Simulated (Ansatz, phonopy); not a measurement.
# PN (hypothetical, Fm-3m): a volume series of phonon spectra, part 2 of 2

Wanted: mode Grüneisen parameters of PN (hypothetical) and a free-energy fit over volumes. The crystal structure is hypothetical: it was made by swapping elements on a known structure type.

Ansatz 0.2.0; DFT PBE, scalar-relativistic, plane waves, PAW.

So far. Step 10 (Lattice dynamics at this volume, V/V0 0.985): The lowest solved frequency is -561 cm⁻¹, so the cell is unstable here at these settings (gap near zero, smearing on, k-mesh not tested) and gives no valid free energy. Step 11 (A cell at another volume, V/V0 1.03): The run ends at a pressure of -5.07 GPa.

**12. Phonons, V/V0 1.03**

Contents of input.yaml:

```yaml
crystal:
  lattice:
    - [1.5538314346, 0.8971049971, 2.5373961074]
    - [-1.5538314346, 0.8971049971, 2.5373961074]
    - [0.0, -1.7942099941, 2.5373961074]
  atoms:
    - { symbol: P, position: [0.5, 0.5, 0.5] }
    - { symbol: "N", position: [0.0, 0.0, 0.0] }
kpoints:
  mp_grid: { grid: [16, 16, 16] }
hamiltonian:
  xc: pbe
scf:
  occupations: { method: gaussian, width: 0.02 }
output:
  eigenvalues: true
phonons:
  method: dfpt
  qmesh: [4, 4, 4]
  temperatures: { t_max: 1000, t_step: 50 }
  qpath:
    path:
      - [[0.0, 0.0, 0.0], [0.5, 0.5, 0.0], [0.625, 0.375, 0.0]]
      - [[0.375, 0.0, -0.375], [0.0, 0.0, 0.0], [0.5, 0.0, 0.0], [0.5, 0.25, -0.25], [0.5, 0.5, 0.0]]
    npoints: 10
```

On the command line:

```bash
$ ansatz run input.yaml --threads 4 --pin off --max-ram 8192MiB --backend cpu --events-out ev --progress --plain --runs-dir out
```

Elapsed: 2.5 min, on 4 threads of Arm Neoverse V2, shared host; peak memory 2 GiB.

No LO-TO term. The phonon branches at the labelled points (cm⁻¹):

```csv
point,branch 1,branch 2,branch 3,branch 4,branch 5,branch 6
Γ,-564,-564,-564,0,0,0
halfway,-483,-483,-49,180,180,370
X,-490,-490,-488,256,256,364
halfway,-488,-441,-405,252,270,366
U,-496,-316,-152,238,303,357
jump to K,-496,-316,-152,238,303,357
halfway,-424,-107,205,210,223,420
Γ,-564,-564,-564,0,0,0
halfway,-214,-214,152,152,206,384
L,90,90,271,271,316,463
halfway,-312,-308,220,266,284,406
W,-476,-476,212,256,322,322
halfway,-488,-461,-278,242,289,362
X,-490,-490,-488,256,256,364
```

The lowest solved frequency is -564 cm⁻¹, so the cell is unstable here at these settings (gap near zero, smearing on, k-mesh not tested) and gives no valid free energy.

**13. Single point at a scaled cell, V/V0 0.97**

The cell differs from the one that the last finished run ended in (a 3.108 → 3.046 Å, b 3.108 → 3.046 Å, c 3.108 → 3.046 Å).

input.yaml, the sections that differ from step 12:

```yaml
crystal:
  lattice:
    - [1.5230541017, 0.8793356956, 2.4871382353]
    - [-1.5230541017, 0.8793356956, 2.4871382353]
    - [0.0, -1.7586713912, 2.4871382353]
  atoms:
    - { symbol: P, position: [0.5, 0.5, 0.5] }
    - { symbol: "N", position: [0.0, 0.0, 0.0] }
output:
  forces: true
  stress: true
  eigenvalues: true
# kpoints, hamiltonian, scf: as in step 12
# phonons: removed
```

It took 0.5 s on 4 threads; peak memory 0.29 GiB; 1.6 s of CPU time.

The run ends at a pressure of 5.84 GPa.

**14. Phonons, V/V0 0.97**

Contents of input.yaml:

```yaml
crystal:
  lattice:
    - [1.5230543675, 0.8793358491, 2.4871373672]
    - [-1.5230543675, 0.8793358491, 2.4871373672]
    - [0.0, -1.7586716981, 2.4871373672]
  atoms:
    - { symbol: P, position: [0.5, 0.5, 0.5] }
    - { symbol: "N", position: [0.0, 0.0, 0.0] }
kpoints:
  mp_grid: { grid: [16, 16, 16] }
hamiltonian:
  xc: pbe
scf:
  occupations: { method: gaussian, width: 0.02 }
output:
  eigenvalues: true
phonons:
  method: dfpt
  qmesh: [4, 4, 4]
  temperatures: { t_max: 1000, t_step: 50 }
  qpath:
    path:
      - [[0.0, 0.0, 0.0], [0.5, 0.5, 0.0], [0.625, 0.375, 0.0]]
      - [[0.375, 0.0, -0.375], [0.0, 0.0, 0.0], [0.5, 0.0, 0.0], [0.5, 0.25, -0.25], [0.5, 0.5, 0.0]]
    npoints: 10
```

Run time: 2.4 min. Hardware: 4 threads; peak memory 2 GiB.

The lowest solved frequency is -560 cm⁻¹, so the cell is unstable here at these settings (gap near zero, smearing on, k-mesh not tested) and gives no valid free energy.

**15. Single point at a scaled cell, V/V0 1.05**

The cell differs from the one that the last finished run ended in (a 3.046 → 3.128 Å, b 3.046 → 3.128 Å, c 3.046 → 3.128 Å).

input.yaml, the sections that differ from step 14:

```yaml
crystal:
  lattice:
    - [1.5638239215, 0.902874162, 2.553715107]
    - [-1.5638239215, 0.902874162, 2.553715107]
    - [0.0, -1.8057483241, 2.553715107]
  atoms:
    - { symbol: P, position: [0.5, 0.5, 0.5] }
    - { symbol: "N", position: [0.0, 0.0, 0.0] }
output:
  forces: true
  stress: true
  eigenvalues: true
# kpoints, hamiltonian, scf: as in step 14
# phonons: removed
```

The job ended after 0.51 s (4 threads; peak memory 0.3 GiB).

The run ends at a pressure of -8.04 GPa.

**16. Lattice dynamics at this volume, V/V0 1.05**

Contents of input.yaml:

```yaml
crystal:
  lattice:
    - [1.5638241944, 0.9028743196, 2.5537142158]
    - [-1.5638241944, 0.9028743196, 2.5537142158]
    - [0.0, -1.8057486392, 2.5537142157]
  atoms:
    - { symbol: P, position: [0.5, 0.5, 0.5] }
    - { symbol: "N", position: [0.0, 0.0, 0.0] }
kpoints:
  mp_grid: { grid: [16, 16, 16] }
hamiltonian:
  xc: pbe
scf:
  occupations: { method: gaussian, width: 0.02 }
output:
  eigenvalues: true
phonons:
  method: dfpt
  qmesh: [4, 4, 4]
  temperatures: { t_max: 1000, t_step: 50 }
  qpath:
    path:
      - [[0.0, 0.0, 0.0], [0.5, 0.5, 0.0], [0.625, 0.375, 0.0]]
      - [[0.375, 0.0, -0.375], [0.0, 0.0, 0.0], [0.5, 0.0, 0.0], [0.5, 0.25, -0.25], [0.5, 0.5, 0.0]]
    npoints: 10
```

Run time: 2.5 min. Hardware: 4 threads; peak memory 2 GiB; 9.6 min of CPU time.

No LO-TO term. Phonon branches along the path, in cm⁻¹:

```csv
point,branch 1,branch 2,branch 3,branch 4,branch 5,branch 6
Γ,-566,-566,-566,0,0,0
halfway,-486,-486,-70,180,180,363
X,-493,-493,-490,253,253,359
halfway,-491,-444,-408,249,267,362
U,-498,-320,-160,234,297,354
jump to K,-498,-320,-160,234,297,354
halfway,-429,-111,192,210,217,411
Γ,-566,-566,-566,0,0,0
halfway,-222,-222,146,146,204,373
L,81,81,261,261,313,454
halfway,-315,-311,216,259,282,398
W,-479,-479,204,247,319,319
halfway,-491,-464,-284,236,287,358
X,-493,-493,-490,253,253,359
```

The lowest solved frequency is -566 cm⁻¹, so the cell is unstable here at these settings (gap near zero, smearing on, k-mesh not tested) and gives no valid free energy.

**17. Mode Grüneisen parameters**

This step: DFT PBE, scalar-relativistic, plane waves, PAW (phonopy 4.10.0).

Volume series, by row:

```csv
V/V0,V (Å³/atom),pressure (GPa),E - E0 (meV/atom),gap (eV),zero-point energy (meV/atom),lowest on the path (cm⁻¹),highest at Gamma without the LO-TO term (cm⁻¹)
0.97,9.993,5.837,5.522,0,-,-559.7,0
0.985,10.15,2.825,1.358,0,-,-561.4,0
1,10.3,-0.001,0,0,-,-562.6,0
1.015,10.46,-2.635,1.285,0,-,-563.6,0
1.03,10.61,-5.073,5.016,0,-,-564.5,0
1.05,10.82,-8.044,13.48,0,-,-565.7,0
```

Optical frequency at Gamma without the LO-TO term, mode 1 against V/V0:

```csv
V/V0,"optical frequency at Gamma without the LO-TO term, mode 1 (cm⁻¹)"
0.9700,-560
0.9850,-561
1.0000,-563
1.0150,-564
1.0300,-564
1.0500,-566
```

**18. Summary of results**

- lowest frequency over the volumes: -566 cm⁻¹

In words: The relaxation moved the crystal from R-3m to Fm-3m; the results are of the latter. Imaginary modes appear at V/V0 = 0.97, 0.985, 1, 1.015, 1.03 and 1.05, so too few stable volumes remain for a free-energy fit. Mode Grüneisen parameters diverge near a vanishing branch and are not given. The gap is near zero in part of this series and the runs use smearing, so partly filled states at the band edge can make or hide a soft mode on these k-meshes; denser meshes were not tried. The softest solved mode at V/V0 = 1.05 is 566i cm⁻¹ at q = (0, 0, 0), and 7 of 8 solved wavevectors carry a mode beyond 8i cm⁻¹.

[Logs are printed without paths, hosts, clocks, repeated set-up lines and the standing remarks that a program may print on its own settings, such as how far it seeks lower states.]

[Hosts, paths, dates, database ids (printed as entryN), source tags and the programs' standing remarks are cut or masked in the printed files.]

[A step with changed settings may run another functional than the one named; its input shows which.]

[Of the runs on displaced cells, only some may be shown.]
